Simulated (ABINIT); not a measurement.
# A GW chain in ABINIT: SnSe2 (P-3m1), part 2 of 3

Wanted: ground state, empty states, screening and self-energy for SnSe2 (P-3m1).

ABINIT 10.8.3; PBE and many-body steps on it, plane waves. Known limits of the many-body steps: not at the basis limit; no spin-orbit coupling; coarse k mesh.

So far. Step 2 (Ground state): The gap is indirect, with the least direct gap 0.28 eV higher.

## 3. Bands along the symmetry lines

Level of this step: DFT, PBE, plane waves, norm-conserving pseudopotentials (ABINIT).

Levels along a band path, at the cheap level, show where the edges lie and whether the meshes to come will hold them.

run.abi

```
acell 3*1.0 Angstrom
rprim 
  3.810999999987 0.000000000003 0.000000000000
  -1.905499999996 3.300422813810 0.000000000000
  0.000000000000 0.000000000000 6.136000000000
ntypat 2
znucl 50 34
natom 3
typat 1 2 2
xred 
  0.000000000000 0.000000000000 0.000000000000
  0.333333333333 0.666666666667 0.249000000000
  0.666666666667 0.333333333333 0.751000000000
pp_dirpath "pseudos"
pseudos "Sn.upf, Se.upf"
ecut 48
iscf -2
irdden 1
kptopt 0
nkpt 39
kpt 
  0.00000000 0.00000000 0.00000000
  0.12500000 0.00000000 0.00000000
  0.25000000 0.00000000 0.00000000
  0.37500000 0.00000000 0.00000000
  0.50000000 0.00000000 0.00000000
  0.45833333 0.08333333 0.00000000
  0.41666666 0.16666666 0.00000000
  0.37500000 0.25000000 0.00000000
  0.33333333 0.33333333 0.00000000
  0.25000000 0.25000000 0.00000000
  0.16666666 0.16666666 0.00000000
  0.08333333 0.08333333 0.00000000
  0.00000000 0.00000000 0.00000000
  0.00000000 0.00000000 0.12500000
  0.00000000 0.00000000 0.25000000
  0.00000000 0.00000000 0.37500000
  0.00000000 0.00000000 0.50000000
  0.12500000 0.00000000 0.50000000
  0.25000000 0.00000000 0.50000000
  0.37500000 0.00000000 0.50000000
  0.50000000 0.00000000 0.50000000
  0.45833333 0.08333333 0.50000000
  0.41666666 0.16666666 0.50000000
  0.37500000 0.25000000 0.50000000
  0.33333333 0.33333333 0.50000000
  0.25000000 0.25000000 0.50000000
  0.16666666 0.16666666 0.50000000
  0.08333333 0.08333333 0.50000000
  0.00000000 0.00000000 0.50000000
  0.50000000 0.00000000 0.50000000
  0.50000000 0.00000000 0.37500000
  0.50000000 0.00000000 0.25000000
  0.50000000 0.00000000 0.12500000
  0.50000000 -0.00000000 0.00000000
  0.33333333 0.33333333 0.50000000
  0.33333333 0.33333333 0.37500000
  0.33333333 0.33333333 0.25000000
  0.33333333 0.33333333 0.12500000
  0.33333333 0.33333333 0.00000000
istwfk *1
nband 45
nbdbuf 5
tolwfr 1e-07
nstep 50
prtwf 0
prtvol 0
indata_prefix "in"
outdata_prefix "out"
tmpdata_prefix "tmp"
```

On the command line:

```console
$ OMP_NUM_THREADS=1 mpirun -n 8 abinit run.abi > log
```

Numbers of over 12 decimals in the logs are rounded to 6 here.

Output:

```text
.Version 10.8.3 of ABINIT. v10.8.2 released Aug 2026.

 Symmetries : space group P-3 m 1 (#164); Bravais hP (primitive hexag.)
[... echo of the input left out ...]
== DATASET  1 ==================================================================
-   mpi_nproc: 8, omp_nthreads: 1 (-1 if OMP is not activated)

--- !DatasetInfo
iteration_state: {dtset: 1, }
dimensions: {natom: 3, nkpt: 39, mband: 45, nsppol: 1, nspinor: 1, nspden: 1, mpw: 8310, }
cutoff_energies: {ecut:  48.0, pawecutdg:  -1.0, }
electrons: {nelect:   7.00000000E+01, charge:   0.00000000E+00, occopt:   1.00000000E+00, tsmear:   1.00000000E-02, }

 Real(R)+Recip(G) space primitive vectors, cartesian coordinates (Bohr,Bohr^-1):
 R(1)=  7.2017463  0.0000000  0.0000000  G(1)=  0.1388552  0.0801681  0.0000000
 R(2)= -3.6008731  6.2368952  0.0000000  G(2)=  0.0000000  0.1603362  0.0000000
 R(3)=  0.0000000  0.0000000 11.5953595  G(3)=  0.0000000  0.0000000  0.0862414
 Unit cell volume ucvol=  5.2082339E+02 bohr^3
 Angles (23,13,12)=  9.00000000E+01  9.00000000E+01  1.20000000E+02 degrees

 getcut: wavevector=  0.0000  0.0000  0.0000  ngfft=  48  48  75
         ecut(hartree)=     48.000   => boxcut(ratio)=   2.04626

--- Pseudopotential description ------------------------------------------------
- Sn Generated using ONCVPSP code by D. R. Hamann
- 50.00000  22.00000  171031                  znucl, zion, pspdat
12 -101130 2 -1 1628                          pspcod,pspxc,lmax,lloc,mmax
     nproj     2     2     2
  pspatm : epsatm=   27.31087254
         --- l  ekb(1:nproj) -->
             0    9.701792   -0.671203
             1    4.046855   -0.266328
             2   -2.346641   -0.600143
 pspatm: atomic psp has been read  and splines computed

- Se Generated using ONCVPSP code by D. R. Hamann
- 34.00000  24.00000  171031                  znucl, zion, pspdat
12 -101130 2 -1 1214                          pspcod,pspxc,lmax,lloc,mmax
     nproj     2     2     2
  pspatm : epsatm=   25.39064422
         --- l  ekb(1:nproj) -->
[...]
pspatm: atomic psp has been read  and splines computed

--------------------------------------------------------------------------------

================================================================================
 prteigrs : about to open file out_EIG
 Non-SCF case, kpt    1 (  0.00000  0.00000  0.00000), residuals and eigenvalues=
  3.95E-08  9.51E-08  4.07E-08  3.74E-08  1.53E-08  1.54E-08  6.09E-08  2.48E-08
  3.74E-08  1.64E-08  6.60E-08  3.25E-08  4.38E-08  4.42E-08  4.36E-08  3.04E-08
  1.92E-08  5.53E-08  4.32E-08  6.29E-08  5.35E-08  5.27E-08  2.58E-08  4.47E-08
[...]
1.43E-08  1.56E-07  1.78E-06  2.33E-05  2.17E-05
 -7.4056E+00 -7.4056E+00 -5.1819E+00 -5.1819E+00 -5.1819E+00 -5.1819E+00
 -5.1802E+00 -5.1802E+00 -4.5436E+00 -2.9186E+00 -2.9186E+00 -2.9185E+00
[...]
3.95E-08  1.16E-07  2.45E-07  5.31E-06  2.77E-04
[...]
Non-SCF case, kpt   38 (  0.33333  0.33333  0.12500), residuals and eigenvalues=
[...]
Non-SCF case, kpt   39 (  0.33333  0.33333  0.00000), residuals and eigenvalues=
[...]
7.1113E-02  7.1113E-02  8.4342E-02  1.5133E-01  1.5133E-01  2.5982E-01
  4.5238E-01  4.5238E-01  4.7301E-01  4.8056E-01  5.1716E-01  5.1716E-01
[...]
--- !ResultsGS
iteration_state: {dtset: 1, }
comment   : Summary of ground state results
lattice_vectors:
- [  7.2017463,   0.0000000,   0.0000000, ]
- [ -3.6008731,   6.2368952,   0.0000000, ]
- [  0.0000000,   0.0000000,  11.5953595, ]
lattice_lengths: [   7.20175,    7.20175,   11.59536, ]
lattice_angles: [ 90.000,  90.000, 120.000, ] # degrees, (23, 13, 12)
lattice_volume:   5.2082339E+02
convergence: {deltae:  0.000E+00, res2:  0.000E+00, residm:  9.997E-08, diffor:  0.000E+00, }
etotal    :  -8.98128066E+02
entropy   :   0.00000000E+00
fermie    :   2.07145495E-01
cartesian_stress_tensor: null
pressure_GPa: null
xred      :
- [  0.0000E+00,   0.0000E+00,   0.0000E+00, Sn]
- [  3.3333E-01,   6.6667E-01,   2.4900E-01, Se]
- [  6.6667E-01,   3.3333E-01,   7.5100E-01, Se]
cartesian_forces: null
force_length_stats: {min: null, max: null, mean: null, }

 Integrated electronic density in atomic spheres:
 ------------------------------------------------
 Atom  Sphere_radius  Integrated_density
[...]
================================================================================

 ----iterations are completed or convergence reached----

 Mean square residual over all n,k,spin=   44.222E-09; max=  99.970E-09
 reduced coordinates (array xred) for    3 atoms
[...]
0.333333333333      0.666666666667      0.249000000000
       0.666666666667      0.333333333333      0.751000000000

 cartesian coordinates (angstrom) at end:
    1      0.000000     0.000000     0.000000
    2     -1.67e-12     2.200282     1.527864
    3      1.905500     1.100141     4.608136
 length scales=  1.889726125908  1.889726125908  1.889726125908 bohr
              =  1.000000000000  1.000000000000  1.000000000000 angstroms
 prteigrs : about to open file out_EIG
 Eigenvalues (hartree) for nkpt=  39  k points:
 kpt#   1, nband= 45, wtk=  1.00000, kpt=  0.0000  0.0000  0.0000 (reduced coord)
[...]
kpt#   2, nband= 45, wtk=  1.00000, kpt=  0.1250  0.0000  0.0000 (reduced coord)
[...]
kpt#   3, nband= 45, wtk=  1.00000, kpt=  0.2500  0.0000  0.0000 (reduced coord)
[...]
kpt#  38, nband= 45, wtk=  1.00000, kpt=  0.3333  0.3333  0.1250 (reduced coord)
[...]
0.52289    0.52290    0.62380    0.62380    0.63480
 kpt#  39, nband= 45, wtk=  1.00000, kpt=  0.3333  0.3333  0.0000 (reduced coord)
[...]
-0.57313   -0.57313   -0.57257   -0.22895   -0.22895   -0.06791    0.07111    0.07111
   0.08434    0.15133    0.15133    0.25982    0.45238    0.45238    0.47301    0.48056
   0.51716    0.51716    0.62114    0.62114    0.67368

== END DATASET(S) ==============================================================
================================================================================

 -outvars: echo values of variables after computation  --------
            nband          45
             nkpt          39
          spgroup         164
 [... the other variables as echoed above ...]

 Calculation completed.
```

Run time: 30 s. Hardware: 8 MPI ranks of Arm Neoverse V2, shared host; peak memory 0.82 GiB.

Numbers from this step:

* gap: 0.7459 eV
* k of the valence top: 0.0833, 0.0833, 0
* k of the conduction bottom: 0.5, 0, 0.375
* least direct gap: 1.100 eV

The gap is 0.746 eV, −0.073 eV from the run before at this level.

Electronic bands along the path, in eV, zero at the top of the highest filled band:

```tsv
point	band 32	band 33	band 34	band 35	band 36	band 37	band 38	band 39
Γ	-0.73	-0.43	-0.43	-0.05	1.05	2.92	4.61	4.61
halfway	-2.38	-2.03	-0.25	-0.17	1.96	3.93	5.38	5.69
M	-2.95	-2.72	-1.24	-0.35	1.12	3.77	5.41	5.45
halfway	-3.35	-2.91	-1.31	-1.26	1.52	5.27	5.30	6.44
K	-3.75	-3.39	-1.56	-1.56	1.39	6.63	6.63	7.19
halfway	-3.46	-1.46	-1.29	-0.19	2.17	4.94	5.14	5.70
Γ	-0.73	-0.43	-0.43	-0.05	1.05	2.92	4.61	4.61
halfway	-0.79	-0.79	-0.35	-0.35	1.90	2.92	4.47	4.47
A	-0.82	-0.82	-0.28	-0.28	2.41	2.89	4.34	4.34
halfway	-1.88	-1.79	-1.45	-0.46	1.68	4.48	5.66	5.78
L	-2.55	-2.03	-0.88	-0.74	0.83	4.24	4.82	5.80
halfway	-3.62	-2.80	-0.65	-0.46	1.74	4.66	5.30	5.63
H	-4.25	-3.76	-0.41	-0.41	2.51	4.71	4.71	6.21
halfway	-2.82	-1.93	-0.96	-0.86	2.20	4.53	5.82	5.94
A	-0.82	-0.82	-0.28	-0.28	2.41	2.89	4.34	4.34
jump to L	-2.55	-2.03	-0.88	-0.74	0.83	4.24	4.82	5.80
halfway	-2.64	-2.57	-0.85	-0.54	0.77	3.98	5.62	5.86
M	-2.95	-2.72	-1.24	-0.35	1.12	3.77	5.41	5.45
jump to H	-4.25	-3.76	-0.41	-0.41	2.51	4.71	4.71	6.21
halfway	-4.04	-3.58	-0.99	-0.99	1.91	5.58	5.58	6.72
K	-3.75	-3.39	-1.56	-1.56	1.39	6.63	6.63	7.19
```

## 4. Empty states on the mesh, 3×3×2 mesh, 591 bands

The sums over transitions need many empty states on a uniform mesh; this step solves for them.

run.abi

```
acell 3*1.0 Angstrom
rprim 
  3.810999999987 0.000000000003 0.000000000000
  -1.905499999996 3.300422813810 0.000000000000
  0.000000000000 0.000000000000 6.136000000000
ntypat 2
znucl 50 34
natom 3
typat 1 2 2
xred 
  0.000000000000 0.000000000000 0.000000000000
  0.333333333333 0.666666666667 0.249000000000
  0.666666666667 0.333333333333 0.751000000000
pp_dirpath "pseudos"
pseudos "Sn.upf, Se.upf"
ecut 48
ngkpt 3 3 2
nshiftk 1
shiftk 0 0 0
kptopt 1
chksymbreak 0
iscf -2
irdden 1
istwfk *1
nband 591
nbdbuf 52
tolwfr 1e-09
nstep 60
prtvol 0
indata_prefix "in"
outdata_prefix "out"
tmpdata_prefix "tmp"
```

On the command line:

```console
$ OMP_NUM_THREADS=1 mpirun -n 6 abinit run.abi > log
```

Output:

```text
.Version 10.8.3 of ABINIT. v10.8.2 released Aug 2026.

 Symmetries : space group P-3 m 1 (#164); Bravais hP (primitive hexag.)
[... echo of the input left out ...]
== DATASET  1 ==================================================================
-   mpi_nproc: 6, omp_nthreads: 1 (-1 if OMP is not activated)

--- !DatasetInfo
iteration_state: {dtset: 1, }
dimensions: {natom: 3, nkpt: 6, mband: 591, nsppol: 1, nspinor: 1, nspden: 1, mpw: 8305, }
cutoff_energies: {ecut:  48.0, pawecutdg:  -1.0, }
electrons: {nelect:   7.00000000E+01, charge:   0.00000000E+00, occopt:   1.00000000E+00, tsmear:   1.00000000E-02, }

 Real(R)+Recip(G) space primitive vectors, cartesian coordinates (Bohr,Bohr^-1):
 R(1)=  7.2017463  0.0000000  0.0000000  G(1)=  0.1388552  0.0801681  0.0000000
 R(2)= -3.6008731  6.2368952  0.0000000  G(2)=  0.0000000  0.1603362  0.0000000
 R(3)=  0.0000000  0.0000000 11.5953595  G(3)=  0.0000000  0.0000000  0.0862414
 Unit cell volume ucvol=  5.2082339E+02 bohr^3
 Angles (23,13,12)=  9.00000000E+01  9.00000000E+01  1.20000000E+02 degrees

 getcut: wavevector=  0.0000  0.0000  0.0000  ngfft=  48  48  75
         ecut(hartree)=     48.000   => boxcut(ratio)=   2.04626

--- Pseudopotential description ------------------------------------------------
- Sn Generated using ONCVPSP code by D. R. Hamann
- 50.00000  22.00000  171031                  znucl, zion, pspdat
12 -101130 2 -1 1628                          pspcod,pspxc,lmax,lloc,mmax
     nproj     2     2     2
  pspatm : epsatm=   27.31087254
         --- l  ekb(1:nproj) -->
             0    9.701792   -0.671203
             1    4.046855   -0.266328
             2   -2.346641   -0.600143
 pspatm: atomic psp has been read  and splines computed

- Se Generated using ONCVPSP code by D. R. Hamann
- 34.00000  24.00000  171031                  znucl, zion, pspdat
12 -101130 2 -1 1214                          pspcod,pspxc,lmax,lloc,mmax
     nproj     2     2     2
  pspatm : epsatm=   25.39064422
         --- l  ekb(1:nproj) -->
[...]
pspatm: atomic psp has been read  and splines computed

--------------------------------------------------------------------------------

================================================================================
 prteigrs : about to open file out_EIG
 Non-SCF case, kpt    1 (  0.00000  0.00000  0.00000), residuals and eigenvalues=
  5.97E-10  6.43E-10  2.23E-10  1.25E-10  1.82E-10  2.20E-10  2.40E-10  2.42E-10
  6.30E-10  1.02E-10  1.13E-10  7.36E-11  5.62E-11  6.15E-11  3.77E-11  6.10E-11
  6.50E-10  4.35E-10  6.55E-10  5.83E-10  6.57E-10  4.84E-10  5.83E-11  5.78E-11
[...]
1.11E-03  3.34E-04  7.79E-04  9.82E-04  1.25E-03  3.11E-03  8.38E-03
 -7.4056E+00 -7.4056E+00 -5.1819E+00 -5.1819E+00 -5.1819E+00 -5.1819E+00
 -5.1802E+00 -5.1802E+00 -4.5436E+00 -2.9186E+00 -2.9186E+00 -2.9185E+00
 -1.5138E+00 -1.5138E+00 -1.5138E+00 -1.5138E+00 -1.5122E+00 -1.5122E+00
[...]
7.5623E+00  7.5623E+00  7.5813E+00  7.6164E+00  7.6167E+00  7.6186E+00
  7.6192E+00  7.6328E+00  7.6848E+00  7.6909E+00  7.6928E+00  7.6948E+00
[...]
prteigrs : prtvol=0 or 1, do not print more k-points.

--- !ResultsGS
iteration_state: {dtset: 1, }
comment   : Summary of ground state results
lattice_vectors:
- [  7.2017463,   0.0000000,   0.0000000, ]
- [ -3.6008731,   6.2368952,   0.0000000, ]
- [  0.0000000,   0.0000000,  11.5953595, ]
lattice_lengths: [   7.20175,    7.20175,   11.59536, ]
lattice_angles: [ 90.000,  90.000, 120.000, ] # degrees, (23, 13, 12)
lattice_volume:   5.2082339E+02
convergence: {deltae:  0.000E+00, res2:  0.000E+00, residm:  9.978E-10, diffor:  0.000E+00, }
etotal    :  -8.98128066E+02
entropy   :   0.00000000E+00
fermie    :   2.07145495E-01
cartesian_stress_tensor: null
pressure_GPa: null
xred      :
- [  0.0000E+00,   0.0000E+00,   0.0000E+00, Sn]
- [  3.3333E-01,   6.6667E-01,   2.4900E-01, Se]
- [  6.6667E-01,   3.3333E-01,   7.5100E-01, Se]
cartesian_forces: null
force_length_stats: {min: null, max: null, mean: null, }

 Integrated electronic density in atomic spheres:
 ------------------------------------------------
 Atom  Sphere_radius  Integrated_density
[...]
================================================================================

 ----iterations are completed or convergence reached----

 Mean square residual over all n,k,spin=   32.616E-11; max=  99.784E-11
 reduced coordinates (array xred) for    3 atoms
[...]
0.333333333333      0.666666666667      0.249000000000
       0.666666666667      0.333333333333      0.751000000000

 cartesian coordinates (angstrom) at end:
    1      0.000000     0.000000     0.000000
    2     -1.67e-12     2.200282     1.527864
    3      1.905500     1.100141     4.608136
 length scales=  1.889726125908  1.889726125908  1.889726125908 bohr
              =  1.000000000000  1.000000000000  1.000000000000 angstroms
 prteigrs : about to open file out_EIG
 Eigenvalues (hartree) for nkpt=   6  k points:
 kpt#   1, nband=591, wtk=  0.05556, kpt=  0.0000  0.0000  0.0000 (reduced coord)
[...]
7.51956    7.52089    7.52090    7.53888    7.53889    7.55431    7.55433    7.55912
   7.56227    7.56228    7.58135    7.61640    7.61669    7.61862    7.61919    7.63282
   7.68482    7.69090    7.69282    7.69477    7.69731    7.70338    7.72238
 prteigrs : prtvol=0 or 1, do not print more k-points.

== END DATASET(S) ==============================================================
================================================================================

 -outvars: echo values of variables after computation  --------
            nband         591
             nkpt           6
          spgroup         164
 [... the other variables as echoed above ...]

 Calculation completed.
```

Elapsed: 6.2 min, on 6 MPI ranks; peak memory 1.2 GiB; 37 min of CPU time.

Numbers from this step:

| Item | Value |
| --- | --- |
| gap | 1.100 eV |
| k of the valence top | 0, 0, 0 |
| k of the conduction bottom | 0, 0, 0 |
| least direct gap | 1.100 eV |
| k points computed | 6 |
| lowest point of the top converged band, above the valence top | 189.6552 eV |

On this mesh the gap is 1.100 eV. The earlier step found 0.819 eV, so this mesh misses an edge.

## 5. Screening, 3×3×2 mesh, 539 bands, screening to 274.8 eV

The RPA dielectric matrix is built and inverted for each q.

This step: RPA screening on PBE, plane waves, norm-conserving pseudopotentials.

run.abi, as its differences from that of step 4:

```diff
@@ -21,10 +21,11 @@
 chksymbreak 0
-iscf -2
-irdden 1
 istwfk *1
-nband 591
-nbdbuf 52
-tolwfr 1e-09
-nstep 60
-prtvol 0
+occopt 1
+irdwfk 1
+optdriver 3
+nband 539
+ecuteps 10.1
+inclvkb 2
+awtr 1
+symchi 1
 indata_prefix "in"
```

On the command line:

```console
$ OMP_NUM_THREADS=1 mpirun -n 8 abinit run.abi > log
```

Output:

```text
.Version 10.8.3 of ABINIT. v10.8.2 released Aug 2026.

 Symmetries : space group P-3 m 1 (#164); Bravais hP (primitive hexag.)
[... echo of the input left out ...]
== DATASET  1 ==================================================================
-   mpi_nproc: 8, omp_nthreads: 1 (-1 if OMP is not activated)

--- !DatasetInfo
iteration_state: {dtset: 1, }
dimensions: {natom: 3, nkpt: 6, mband: 539, nsppol: 1, nspinor: 1, nspden: 1, mpw: 8305, }
cutoff_energies: {ecut:  48.0, pawecutdg:  -1.0, }
electrons: {nelect:   7.00000000E+01, charge:   0.00000000E+00, occopt:   1.00000000E+00, tsmear:   1.00000000E-02, }

 SCREENING: Calculation of the susceptibility and dielectric matrices

 Based on a program developped by R.W. Godby, V. Olevano, G. Onida, and L. Reining.
 Incorporated in ABINIT by V. Olevano, G.-M. Rignanese, and M. Torrent.
.Using double precision arithmetic ; gwpc =  8

[... cell and pseudopotentials left out ...]
--------------------------------------------------------------------------------

 ==== K-mesh for the wavefunctions ====
 Number of points in the irreducible wedge :     6
[... list of points left out ...]
 Together with 12 symmetry operations and time-reversal symmetry
 yields    18 points in the full Brillouin Zone.

 ==== Q-mesh for the screening function ====
 Number of points in the irreducible wedge :     6
[... list of points left out ...]
 Together with 12 symmetry operations and time-reversal symmetry
 yields    18 points in the full Brillouin Zone.

 setmesh: FFT mesh size selected  =    30x   30x   54
          total number of points  =        48600

 vcoul_init : cutoff-mode = AUXILIARY_FUNCTION
 q-points for optical limit:   1
     1)      0.000010    0.000020    0.000030

- screening: taking advantage of time-reversal symmetry
- Maximum band index for partially occupied states nbvw = 35
- Remaining bands to be divided among processors   nbcw = 504
- Number of bands treated by each node ~63

 Number of electrons calculated from density =   70.0000; Expected =   70.0000
 average of density, n =  0.134403
 r_s =    1.2111
 omega_plasma =   35.3638 [eV]

 calculating chi0 at frequencies [eV] :
  1    0.000000E+00    0.000000E+00
  2    0.000000E+00    3.536384E+01

--------------------------------------------------------------------------------
  q-point number  1        q = ( 0.000000, 0.000000, 0.000000) [r.l.u.]
--------------------------------------------------------------------------------
[... chi0 elements left out ...]
 For q-point:  0.000010 0.000020 0.000030
  dielectric constant =  19.5797
  dielectric constant without local fields =  22.2945

  Average fulfillment of the sum rule on Im[epsilon] for q-point    1 :     75.23  [%]
[... wings left out ...]
  q-point number  2        q = ( 0.333333, 0.000000, 0.000000) [r.l.u.]
--------------------------------------------------------------------------------
[... chi0 elements left out ...]
  Average fulfillment of the sum rule on Im[epsilon] for q-point    2 :     77.88  [%]

 [... 4 further q-points ...]
```

It took 5.9 min on 8 MPI ranks; peak memory 5.1 GiB.

Numbers from this step:

| Item | Value |
| --- | --- |
| ε∞ with local fields, on this mesh, along the program's q direction | 19.58 |
| the same without local fields | 22.29 |
| plasma frequency | 35.36 eV |
| plane waves in the screening matrix | 785 |

Local fields lower ε∞ by 12 %. On a Γ-centred mesh this coarse the value itself is usually too large, while a short band sum pulls it down.

(Part 2 of 3 ends here.)

[Paths, hosts, dates, memory and timing lines, banners, echoed tables and standing remarks are left out of the program output.]

[Logs are printed without paths, hosts, clocks, repeated set-up lines and the standing remarks that a program may print on its own settings, such as how far it seeks lower states.]

[Runs of the session that timed out or met a known fault of the program may be left out.]

[Hosts, paths, dates, database ids (printed as entryN), source tags and the programs' standing remarks are cut or masked in the printed files.]

[G0W0 gaps are taken among the corrected bands and points alone; a level outside them can change the order at an edge.]

[Where Ansatz stands beside ABINIT at settings called matched, ABINIT's density can come from a denser mesh and the files from another edition; pairs whose starting gaps differed by over 0.03 eV were left out, so agreement reads better than it is.]
